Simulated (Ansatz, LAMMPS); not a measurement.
# Squeezing and shearing glassy B2O3 (150 atoms), part 2 of 3

How stiff is glassy B2O3 (150 atoms), and how do its levels respond to strain?

Ansatz 0.2.0; Kohn-Sham DFT, PBE, PAW (set soft_2), plane waves.

The cell: 60 B and 90 O. The quench rate of 100 K/ps is many orders above laboratory rates. The network of bonds at the start is that of the classical potential that made the cell. Sampling is at Γ alone.

So far. Step 2 (Single point at the start): The r.m.s. force at the start is 0.88 eV/Å. Step 3 (Cell and atoms relaxed): The relaxation converged after 22 steps, with a largest force component of 0.013 eV/Å.

## Step 4: Single point at the relaxed geometry

One more single point at the end of the walk gives the fuller output and checks the residual forces.

File input.yaml:

```yaml
crystal:
  lattice:
    - [11.37358, 0.06134, -0.15558]
    - [0.06134, 12.16991, -0.06787]
    - [-0.15558, -0.06787, 12.46953]
  atoms:
    - { symbol: B, position: [0.36482, 0.32786, 0.63108] }
    - { symbol: B, position: [0.38656, 0.70191, 0.95216] }
    - { symbol: B, position: [0.51294, 0.93792, 0.55862] }
    - { symbol: B, position: [0.45412, 0.98564, 0.99792] }
    - { symbol: B, position: [0.27507, 0.64562, 0.61399] }
    - { symbol: B, position: [0.28261, 0.88463, 0.90826] }
    [... 138 atom lines left out ...]
    - { symbol: O, position: [0.2311, 0.07376, 0.14602] }
    - { symbol: O, position: [0.01948, 0.55042, 0.24117] }
    - { symbol: O, position: [0.13668, 0.22591, 0.45444] }
    - { symbol: O, position: [0.73727, 0.81031, 0.18365] }
    - { symbol: O, position: [0.59804, 0.9604, 0.48533] }
    - { symbol: O, position: [0.32618, 0.18169, 0.37856] }
kpoints:
  mp_grid: { grid: [1, 1, 1] }
hamiltonian:
  xc: pbe
scf:
  occupations: { method: fixed }
output:
  forces: true
  stress: true
  populations: intrinsic
  dos:
    method: { smearing: { sigma: 0.1 } }
    de: 0.1
    projected: { site_lists: { B: [B], O: [O] } }
  eigenvalues: true
  write_density: true
  write_potential: true
  volumetric_format: npy
```

On the command line:

```
> ansatz run input.yaml --threads 4 --pin off --max-ram 8192MiB --backend cpu --events-out ev --progress --plain --runs-dir out
```

Numbers of over 12 decimals in the logs are rounded to 6 here.

The log of the run:

```text
[...]
Crystal: 150 atoms, lattice volume = 1725.583 Å³
Basis set: ecut = 420 eV, 33687 PW (Γ), exchange–correlation on 160×180×180 points (8 copies of the dense FFT grid, shifted against one another)
Bands: 510, of which v1, the nominal top of the filled ones, is band 360 counted from 1 (359 counted from 0)
Symmetry: 1 space group operations
[...]
k-points: 1
[...]
SCF iter   1: F=—  HF=-60549.622049 eV  |F-HF|=—  |Δ(HF+E_count)|=         —  Δρ=3.66e-3  dr2=1.96e-1  ethr=1.77e-3  ⟨swp⟩=5.0  Hψ=1752  notcnv=0  defer=146
[...]
SCF iter   9: F=-60549.655884 eV  HF=-60549.655884 eV  |F-HF|=1.31e-8  |Δ(HF+E_count)|=   3.08e-8  Δρ=8.51e-7  dr2=1.29e-8  ethr=1.39e-11  ⟨swp⟩=23.0  Hψ=4800  notcnv=0
SCF 1 converged in 9 iterations: F = -60549.655884 eV  dr2 = 1.29e-8
[...]
SCF converged after 9 iterations
Free energy (F): -60549.655884 eV
[...]
Internal energy: -60549.655884 eV  (E = F + TS)
E sigma→0 (E₀):  -60549.655884 eV
Fermi energy:    1.077346 eV
[...]
--- Forces (eV/Å), atoms counted from 1 ---
  atom   1  B     -0.00264242    -0.00302844    -0.00107524
  atom   2  B     -0.00395445     0.00068508     0.00085572
  atom   3  B      0.00469575    -0.00038192    -0.00445698
  atom   4  B     -0.00047168    -0.00213063    -0.00062260
  atom   5  B      0.00218835     0.00269283    -0.00222698
  atom   6  B     -0.00030849    -0.00461164    -0.00043457
  atom   7  B     -0.01304530     0.00521560     0.00729140
  atom   8  B      0.00241877    -0.00001206    -0.00376980
  atom   9  B      0.00230648    -0.00133483    -0.00256922
  atom  10  B      0.00121590     0.00047373    -0.00185475
  atom  11  B     -0.00006023    -0.00089205    -0.00159933
  atom  12  B      0.00050162    -0.00688847    -0.00438934
  atom  13  B     -0.00344668    -0.00407565     0.00460291
  atom  14  B     -0.00043935    -0.00129565    -0.00654855
[...]
atom 149  O     -0.00197599    -0.00364495     0.00313942
  atom 150  O     -0.00229626     0.00153347     0.00223619
  max |Σ_I F_I| component: 1.89e-5 eV/Å
--- Stress (GPa, compression-positive) ---
       -0.008763       0.005046      -0.006730
        0.005042       0.005612      -0.006918
       -0.006723      -0.006899       0.020457
  P = ⅓ Tr σ = 0.0058 GPa (0.058 kbar)
--- Band table (eV) ---
[...]
--- intrinsic populations: 150 sites ---
  site symbol       q [e]
     0      B      2.3498
     1      B      2.3473
     2      B      2.3455
[...]
149      O      6.4463
  spilling = -0.000000 (of n_electrons = 720.000000)
```

Run time: 13 s. Hardware: 4 threads of AMD EPYC 9R45 (Zen 5), shared host; peak memory 2.5 GiB.

The run gave:

| Item | Value |
| --- | --- |
| free energy | -60549.6559 eV |
| free energy per atom | -403.6644 eV/atom |
| SCF cycles | 9 |
| pressure | 0.005769 GPa |
| r.m.s. force component | 0.00315 eV/Å |
| longest force | 0.01666 eV/Å |
| Fermi energy | 1.077 eV |
| gap (highest filled to lowest empty level) | 5.632 eV |

## Step 5: Volume -3 %

The relaxed cell is scaled evenly and the atoms are relaxed again; the stress at the end gives one point of P(V).

input.yaml, the sections that differ from step 4:

```yaml
crystal:
  lattice:
    - [11.25869, 0.06072, -0.15401]
    - [0.06072, 12.04697, -0.06718]
    - [-0.15401, -0.06718, 12.34357]
  atoms:
    [... the 150 atom lines of step 4 ...]
output:
  forces: true
  eigenvalues: true
  stress: true
relax:
  f_tol: 0.05
  max_steps: 70
# kpoints, hamiltonian, scf: as in step 4
```

The log of the run:

```text
Warning: output.stress: scf.convergence.dr2_threshold = 1e-7 eV (the SCF's general default) is looser than the 1.08e-8 eV advised for a printed stress (1e-10 eV for each atom of the cell: 150, of which 108 are counted). What an SCF threshold leaves in a stress goes as its square root, and in the free energy as the threshold itself, and one threshold admits the most on a small cell: [...]
[...]
Crystal: 150 atoms, lattice volume = 1673.816 Å³
Basis set: ecut = 420 eV, 32721 PW (Γ), exchange–correlation on 160×162×180 points (8 copies of the dense FFT grid, shifted against one another)
Bands: 510, of which v1, the nominal top of the filled ones, is band 360 counted from 1 (359 counted from 0)
Symmetry: 1 space group operations
[...]
k-points: 1
[...]
SCF iter   1: F=—  HF=-60548.777937 eV  |F-HF|=—  |Δ(HF+E_count)|=         —  Δρ=3.81e-3  dr2=2.04e-1  ethr=1.77e-3  ⟨swp⟩=5.0  Hψ=1758  notcnv=0  defer=146
[...]
SCF iter   6: F=-60548.808939 eV  HF=-60548.808936 eV  |F-HF|=3.24e-6  |Δ(HF+E_count)|=   1.64e-5  Δρ=2.39e-5  dr2=8.00e-6  ethr=8.68e-9  ⟨swp⟩=18.0  Hψ=3770  notcnv=0
SCF 1 converged in 6 iterations: F = -60548.808939 eV  dr2 = 8.00e-6
[...]
relax step   1: F+E_penalty+E_count = -60548.80893914 eV  Δ(F+E_penalty+E_count) = +0.000e0 eV  max|allowed force component| = 5.009e-1 eV/Å  Δτ_max = 0.0000 Å  (6 SCF iters, dr2 threshold 6.25e-5 eV, accepted)
[...]
relax step   2: F+E_penalty+E_count = -60549.23367698 eV  Δ(F+E_penalty+E_count) = -4.247e-1 eV  max|allowed force component| = 3.214e-1 eV/Å  Δτ_max = 0.0628 Å  (7 SCF iters, dr2 threshold 1.57e-5 eV, accepted)
[...]
relax step   3: F+E_penalty+E_count = -60549.38393240 eV  Δ(F+E_penalty+E_count) = -1.503e-1 eV  max|allowed force component| = 1.497e-1 eV/Å  Δτ_max = 0.0494 Å  (7 SCF iters, dr2 threshold 6.46e-6 eV, accepted)
relax step   4: F+E_penalty+E_count = -60549.46097748 eV  Δ(F+E_penalty+E_count) = -7.705e-2 eV  max|allowed force component| = 1.863e-1 eV/Å  Δτ_max = 0.2000 Å  (7 SCF iters, dr2 threshold 4.86e-6 eV, accepted)
relax step   5: F+E_penalty+E_count = -60549.47621446 eV  Δ(F+E_penalty+E_count) = -1.524e-2 eV  max|allowed force component| = 7.020e-2 eV/Å  Δτ_max = 0.2000 Å  (7 SCF iters, dr2 threshold 7.53e-6 eV, accepted)
relax step   6: F+E_penalty+E_count = -60549.47797156 eV  Δ(F+E_penalty+E_count) = -1.757e-3 eV  max|allowed force component| = 6.522e-2 eV/Å  Δτ_max = 0.2000 Å  (9 SCF iters, accepted)
relax step   7: F+E_penalty+E_count = -60549.48176814 eV  Δ(F+E_penalty+E_count) = -3.797e-3 eV  max|allowed force component| = 5.217e-2 eV/Å  Δτ_max = 0.1310 Å  (8 SCF iters, accepted)
relax step   8: F+E_penalty+E_count = -60549.48163931 eV  Δ(F+E_penalty+E_count) = +1.288e-4 eV  max|allowed force component| = 7.334e-2 eV/Å  Δτ_max = 0.2000 Å  (9 SCF iters, rejected (line search))
[...]
relax step   9: F+E_penalty+E_count = -60549.48512414 eV  Δ(F+E_penalty+E_count) = -3.356e-3 eV  max|allowed force component| = 1.570e-2 eV/Å  Δτ_max = 0.1000 Å  (7 SCF iters, accepted)
SCF converged after 7 iterations
Free energy (F): -60549.485124 eV
[...]
Internal energy: -60549.485124 eV  (E = F + TS)
E sigma→0 (E₀):  -60549.485124 eV
Fermi energy:    1.324512 eV
[...]
--- Forces (eV/Å), atoms counted from 1 ---
  atom   1  B     -0.00617183     0.00616324    -0.00560294
  atom   2  B      0.00506689    -0.00552954    -0.00373392
  atom   3  B      0.00538206    -0.00417801    -0.00409160
  atom   4  B     -0.00183500     0.00426572     0.00243031
  atom   5  B      0.00333705    -0.00443490    -0.00570253
  atom   6  B      0.00321075     0.00889685    -0.00465810
  atom   7  B      0.00269906     0.00267050     0.00005701
  atom   8  B     -0.00248892     0.00663070    -0.00210493
  atom   9  B     -0.00148935    -0.00450181    -0.00023673
  atom  10  B      0.01024577     0.00730706     0.00386695
  atom  11  B     -0.00211103     0.00258248    -0.00077376
  atom  12  B      0.00472316     0.00306261    -0.00405958
  atom  13  B     -0.01286406    -0.00898840    -0.00147201
  atom  14  B      0.00277956    -0.00021796     0.00048300
[...]
atom 149  O     -0.00214747     0.00196470    -0.01263657
  atom 150  O     -0.00171820    -0.00119546    -0.00372910
  max |Σ_I F_I| component: 4.77e-5 eV/Å
--- Stress (GPa, compression-positive) ---
        1.202429       0.001964       0.010042
        0.001967       1.148765      -0.071469
        0.010055      -0.071453       0.953453
  P = ⅓ Tr σ = 1.1015 GPa (11.015 kbar)
--- Band table (eV) ---
[...]
--- Relaxed structure (9 steps of the walk, 8 accepted, 0 SCFs on fresh bases) ---
  F+E_penalty+E_count = -60549.48512414 eV   max|allowed force component| = 1.570e-2 eV/Å
  atoms:
    - { symbol: B, position: [0.365342, 0.326163, 0.630168] }
    - { symbol: B, position: [0.384981, 0.700617, 0.954983] }
    - { symbol: B, position: [0.509951, 0.935475, 0.557621] }
    - { symbol: B, position: [0.457607, 0.985848, 1.002551] }
[...]
- { symbol: O, position: [0.327855, 0.174764, 0.386161] }
```

Elapsed: 81 s, on 4 threads; peak memory 2.5 GiB; 5 min of CPU time.

The program notes that the SCF threshold is loose for the stress.

The relaxation converged after 9 steps, 0.676 eV below its start, with a largest force component of 0.016 eV/Å.

Volume -3 %: the energy stands 0.171 eV above that of the reference, at a pressure of 1.10 GPa.

## Step 6: Volume +3 %

The relaxed cell is scaled to another volume.

input.yaml, the sections that differ from step 5:

```yaml
crystal:
  lattice:
    - [11.4862, 0.06195, -0.15712]
    - [0.06195, 12.29041, -0.06854]
    - [-0.15712, -0.06854, 12.593]
  atoms:
    [... the 150 atom lines of step 4 ...]
# kpoints, hamiltonian, scf, output, relax: as in step 5
```

The log of the run:

```text
[...]
Crystal: 150 atoms, lattice volume = 1777.351 Å³
Basis set: ecut = 420 eV, 34733 PW (Γ), exchange–correlation on 160×180×180 points (8 copies of the dense FFT grid, shifted against one another)
Bands: 510, of which v1, the nominal top of the filled ones, is band 360 counted from 1 (359 counted from 0)
Symmetry: 1 space group operations
[...]
k-points: 1
[...]
SCF iter   1: F=—  HF=-60548.854757 eV  |F-HF|=—  |Δ(HF+E_count)|=         —  Δρ=3.56e-3  dr2=1.93e-1  ethr=1.77e-3  ⟨swp⟩=5.0  Hψ=1745  notcnv=0  defer=146
[...]
SCF iter   5: F=—  HF=-60548.887482 eV  |F-HF|=—  |Δ(HF+E_count)|=   7.23e-5  Δρ=9.08e-5  dr2=1.21e-4  ethr=7.93e-8  ⟨swp⟩=2.0  Hψ=663  notcnv=0  defer=148
SCF iter   6: F=-60548.887504 eV  HF=-60548.887501 eV  |F-HF|=2.76e-6  |Δ(HF+E_count)|=   1.88e-5  Δρ=2.43e-5  dr2=9.11e-6  ethr=8.68e-9  ⟨swp⟩=16.0  Hψ=3698  notcnv=0
SCF 1 converged in 6 iterations: F = -60548.887504 eV  dr2 = 9.11e-6
[...]
relax step   1: F+E_penalty+E_count = -60548.88750364 eV  Δ(F+E_penalty+E_count) = +0.000e0 eV  max|allowed force component| = 4.529e-1 eV/Å  Δτ_max = 0.0000 Å  (6 SCF iters, dr2 threshold 6.25e-5 eV, accepted)
[...]
relax step   2: F+E_penalty+E_count = -60549.26548141 eV  Δ(F+E_penalty+E_count) = -3.780e-1 eV  max|allowed force component| = 2.984e-1 eV/Å  Δτ_max = 0.0689 Å  (7 SCF iters, dr2 threshold 1.28e-5 eV, accepted)
[...]
relax step   3: F+E_penalty+E_count = -60549.39411145 eV  Δ(F+E_penalty+E_count) = -1.286e-1 eV  max|allowed force component| = 1.424e-1 eV/Å  Δτ_max = 0.0464 Å  (7 SCF iters, dr2 threshold 5.57e-6 eV, accepted)
relax step   4: F+E_penalty+E_count = -60549.48257701 eV  Δ(F+E_penalty+E_count) = -8.847e-2 eV  max|allowed force component| = 1.258e-1 eV/Å  Δτ_max = 0.1485 Å  (7 SCF iters, dr2 threshold 4.61e-6 eV, accepted)
relax step   5: F+E_penalty+E_count = -60549.49012394 eV  Δ(F+E_penalty+E_count) = -7.547e-3 eV  max|allowed force component| = 6.581e-2 eV/Å  Δτ_max = 0.0555 Å  (7 SCF iters, dr2 threshold 3.60e-6 eV, accepted)
[...]
relax step   6: F+E_penalty+E_count = -60549.49147779 eV  Δ(F+E_penalty+E_count) = -1.354e-3 eV  max|allowed force component| = 1.550e-2 eV/Å  Δτ_max = 0.0342 Å  (7 SCF iters, accepted)
SCF converged after 7 iterations
Free energy (F): -60549.491478 eV
[...]
Internal energy: -60549.491478 eV  (E = F + TS)
E sigma→0 (E₀):  -60549.491478 eV
Fermi energy:    0.842646 eV
[...]
Σ components = -60549.491478   (vs F -60549.491478, Δ=0.00e0)
--- Forces (eV/Å), atoms counted from 1 ---
  atom   1  B     -0.00252102     0.00262465    -0.00093218
  atom   2  B     -0.00577320    -0.00025869     0.00429440
  atom   3  B      0.00674501    -0.00172125    -0.00202544
  atom   4  B      0.00139705     0.00355968     0.00893658
[...]
atom 150  O      0.00166229    -0.01080224     0.00275973
  max |Σ_I F_I| component: 3.06e-5 eV/Å
--- Stress (GPa, compression-positive) ---
       -1.221921       0.018702       0.025267
        0.018696      -1.087020      -0.013668
        0.025268      -0.013651      -0.907697
  P = ⅓ Tr σ = -1.0722 GPa (-10.722 kbar)
--- Band table (eV) ---
[...]
--- Relaxed structure (6 steps of the walk, 6 accepted, 0 SCFs on fresh bases) ---
  F+E_penalty+E_count = -60549.49147779 eV   max|allowed force component| = 1.550e-2 eV/Å
  atoms:
    - { symbol: B, position: [0.364458, 0.329724, 0.633183] }
    - { symbol: B, position: [0.388555, 0.702542, 0.949172] }
    - { symbol: B, position: [0.515748, 0.940444, 0.560805] }
    - { symbol: B, position: [0.450648, 0.986304, 0.994258] }
[...]
- { symbol: O, position: [0.323896, 0.190649, 0.371144] }
```

It took 54 s on 4 threads; peak memory 2.6 GiB.

The relaxation converged after 6 steps, 0.604 eV below its start, with a largest force component of 0.015 eV/Å.

Volume +3 %: the energy stands 0.164 eV above that of the reference, at a pressure of -1.07 GPa.

## Step 7: Volume -6 %

The relaxed cell is scaled to another volume.

input.yaml, the sections that differ from step 6:

```yaml
crystal:
  lattice:
    - [11.1414, 0.06009, -0.1524]
    - [0.06009, 11.92147, -0.06648]
    - [-0.1524, -0.06648, 12.21498]
  atoms:
    [... the 150 atom lines of step 4 ...]
# kpoints, hamiltonian, scf, output, relax: as in step 6
```

The log of the run:

```text
[...]
Crystal: 150 atoms, lattice volume = 1622.047 Å³
Basis set: ecut = 420 eV, 31687 PW (Γ), exchange–correlation on 150×160×180 points (8 copies of the dense FFT grid, shifted against one another)
Bands: 510, of which v1, the nominal top of the filled ones, is band 360 counted from 1 (359 counted from 0)
Symmetry: 1 space group operations
[...]
k-points: 1
[...]
SCF iter   1: F=—  HF=-60546.053079 eV  |F-HF|=—  |Δ(HF+E_count)|=         —  Δρ=4.03e-3  dr2=2.18e-1  ethr=1.77e-3  ⟨swp⟩=5.0  Hψ=1781  notcnv=0  defer=146
[...]
SCF iter   5: F=—  HF=-60546.068381 eV  |F-HF|=—  |Δ(HF+E_count)|=   1.00e-4  Δρ=9.66e-5  dr2=1.18e-4  ethr=7.64e-8  ⟨swp⟩=2.0  Hψ=663  notcnv=0  defer=148
SCF iter   6: F=-60546.068396 eV  HF=-60546.068392 eV  |F-HF|=4.06e-6  |Δ(HF+E_count)|=   1.08e-5  Δρ=2.38e-5  dr2=7.64e-6  ethr=8.68e-9  ⟨swp⟩=17.0  Hψ=3834  notcnv=0
SCF 1 converged in 6 iterations: F = -60546.068396 eV  dr2 = 7.64e-6
[...]
relax step   1: F+E_penalty+E_count = -60546.06839612 eV  Δ(F+E_penalty+E_count) = +0.000e0 eV  max|allowed force component| = 1.058e0 eV/Å  Δτ_max = 0.0000 Å  (6 SCF iters, dr2 threshold 6.25e-5 eV, accepted)
[...]
relax step   2: F+E_penalty+E_count = -60547.86766706 eV  Δ(F+E_penalty+E_count) = -1.799e0 eV  max|allowed force component| = 6.655e-1 eV/Å  Δτ_max = 0.1219 Å  (7 SCF iters, dr2 threshold 6.99e-5 eV, accepted)
[...]
relax step   3: F+E_penalty+E_count = -60548.51863155 eV  Δ(F+E_penalty+E_count) = -6.510e-1 eV  max|allowed force component| = 3.308e-1 eV/Å  Δτ_max = 0.1028 Å  (7 SCF iters, dr2 threshold 2.77e-5 eV, accepted)
relax step   4: F+E_penalty+E_count = -60548.83476376 eV  Δ(F+E_penalty+E_count) = -3.161e-1 eV  max|allowed force component| = 2.609e-1 eV/Å  Δτ_max = 0.2000 Å  (7 SCF iters, dr2 threshold 2.70e-5 eV, accepted)
relax step   5: F+E_penalty+E_count = -60548.90366711 eV  Δ(F+E_penalty+E_count) = -6.890e-2 eV  max|allowed force component| = 8.423e-2 eV/Å  Δτ_max = 0.2000 Å  (7 SCF iters, dr2 threshold 1.68e-5 eV, accepted)
relax step   6: F+E_penalty+E_count = -60548.92784201 eV  Δ(F+E_penalty+E_count) = -2.417e-2 eV  max|allowed force component| = 1.258e-1 eV/Å  Δτ_max = 0.2000 Å  (9 SCF iters, accepted)
[...]
relax step   7: F+E_penalty+E_count = -60548.93609428 eV  Δ(F+E_penalty+E_count) = -8.252e-3 eV  max|allowed force component| = 4.147e-2 eV/Å  Δτ_max = 0.0450 Å  (8 SCF iters, accepted)
SCF converged after 8 iterations
Free energy (F): -60548.936094 eV
[...]
Internal energy: -60548.936094 eV  (E = F + TS)
E sigma→0 (E₀):  -60548.936094 eV
Fermi energy:    1.585181 eV
[...]
Σ components = -60548.936094   (vs F -60548.936094, Δ=0.00e0)
--- Forces (eV/Å), atoms counted from 1 ---
  atom   1  B      0.00567607     0.00319961     0.00248589
  atom   2  B      0.01579408    -0.00203759    -0.01291560
  atom   3  B      0.01903833    -0.01074610     0.00770763
  atom   4  B      0.01520621     0.01314938     0.00660379
[...]
atom 150  O     -0.01939672    -0.00132830     0.01235002
  max |Σ_I F_I| component: 2.38e-5 eV/Å
--- Stress (GPa, compression-positive) ---
        2.546231       0.022279      -0.038474
        0.022281       2.425581      -0.147444
       -0.038455      -0.147435       1.923857
  P = ⅓ Tr σ = 2.2986 GPa (22.986 kbar)
--- Band table (eV) ---
[...]
--- Relaxed structure (7 steps of the walk, 7 accepted, 0 SCFs on fresh bases) ---
  F+E_penalty+E_count = -60548.93609428 eV   max|allowed force component| = 4.147e-2 eV/Å
  atoms:
    - { symbol: B, position: [0.365814, 0.323235, 0.629329] }
    - { symbol: B, position: [0.382216, 0.698826, 0.957036] }
    - { symbol: B, position: [0.508687, 0.932136, 0.555803] }
    - { symbol: B, position: [0.460100, 0.986553, 1.006847] }
[...]
- { symbol: O, position: [0.327253, 0.169345, 0.390403] }
```

Wall time 66 s (4 threads); peak memory 2.4 GiB.

The relaxation converged after 7 steps, 2.87 eV below its start, with a largest force component of 0.041 eV/Å.

Volume -6 %: the energy stands 0.720 eV above that of the reference, at a pressure of 2.30 GPa.

## Step 8: Volume +6 %

The relaxed cell is scaled to another volume.

Input and log are left out; they have the form of those shown for this kind of step.

Run time: 78 s. Hardware: 4 threads of AMD EPYC 9R45 (Zen 5), shared host; peak memory 2.7 GiB; 4.8 min of CPU time.

The relaxation converged after 8 steps, 2.28 eV below its start, with a largest force component of 0.021 eV/Å.

Volume +6 %: the energy stands 0.662 eV above that of the reference, at a pressure of -2.08 GPa.

## Step 9: Volume -10 %

The relaxed cell is scaled to another volume.

Input and log are left out; they have the form of those shown for this kind of step.

The job ended after 89 s (4 threads of AMD EPYC 9R45 (Zen 5), shared host; peak memory 2.3 GiB).

The relaxation converged after 10 steps, 8.58 eV below its start, with a largest force component of 0.041 eV/Å.

Volume -10 %: the energy stands 2.08 eV above that of the reference, at a pressure of 4.07 GPa.

(Part 2 of 3 ends here.)

[Logs are printed without paths, hosts, clocks, repeated set-up lines and the standing remarks that a program may print on its own settings, such as how far it seeks lower states.]

[Hosts, paths, dates, database ids (printed as entryN), source tags and the programs' standing remarks are cut or masked in the printed files.]
